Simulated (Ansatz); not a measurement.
In doubt: one-shot GW on d or f shells is unsure, so the values of those runs are not to be relied on.

Two G0W0 runs on GaCuSe2 (I-42d).

```cif
data_structure
_symmetry_space_group_name_H-M 'P 1'
_symmetry_Int_Tables_number 1
_cell_length_a 6.7956
_cell_length_b 6.7956
_cell_length_c 6.7956
_cell_angle_alpha 131.158
_cell_angle_beta 131.158
_cell_angle_gamma 71.562
_cell_volume 174.07
loop_
_atom_site_label
_atom_site_type_symbol
_atom_site_fract_x
_atom_site_fract_y
_atom_site_fract_z
_atom_site_occupancy
Ga1 Ga 0.50000 0.50000 0.00000 1
Ga2 Ga 0.25000 0.75000 0.50000 1
Cu3 Cu 0.00000 0.00000 0.00000 1
Cu4 Cu 0.75000 0.25000 0.50000 1
Se5 Se 0.37500 0.37562 0.50062 1
Se6 Se 0.62438 0.12500 0.99938 1
Se7 Se 0.87500 0.87438 0.49938 1
Se8 Se 0.12562 0.62500 0.00062 1
```

The cell and positions come from the Crystallography Open Database and are kept as given unless a step says otherwise.

The first (Ansatz 0.2.0; start PBE, 4×4×4 mesh, 443 empty bands, screening to 108 eV, PAW set soft_1 files; 1 × NVIDIA H100 80GB HBM3 (shared by 6 runs) with 3 threads of AMD EPYC 7R13 (Zen 3), shared host) gave, on its mesh: starting gap 0.23 eV, G0W0 gap 0.77 eV, RPA ε∞ (mean) 75.82, 51 s.

Q: The second changes start from PBE to PBEsol. What does it give?

It gave: starting gap 0.16 eV, G0W0 gap 0.78 eV, RPA ε∞ (mean) 195.07, 59 s. The G0W0 gap moves by +0.004 eV, −0.07 eV from the start and +0.08 eV from the correction. Σc changes by −0.10 eV at the valence top and −0.03 eV at the conduction bottom, and Σx − Vxc between them by +0.0001 eV.

Limits: not at the basis limit; mesh may overstate the screening; screening runs away on this mesh; d shell near the gap, gap tends to lie low; no spin-orbit coupling; coarse k mesh.

[Paths, hosts, dates, memory and timing lines, banners, echoed tables and standing remarks are left out of the program output.]

[Logs are printed without paths, hosts, clocks, repeated set-up lines and the standing remarks that a program may print on its own settings, such as how far it seeks lower states.]

[Runs of the session that timed out or met a known fault of the program may be left out.]

[Cells called generated may have been cut or substituted from an entry of the Crystallography Open Database or the Materials Project.]

[Hosts, paths, dates, database ids (printed as entryN), source tags and the programs' standing remarks are cut or masked in the printed files.]
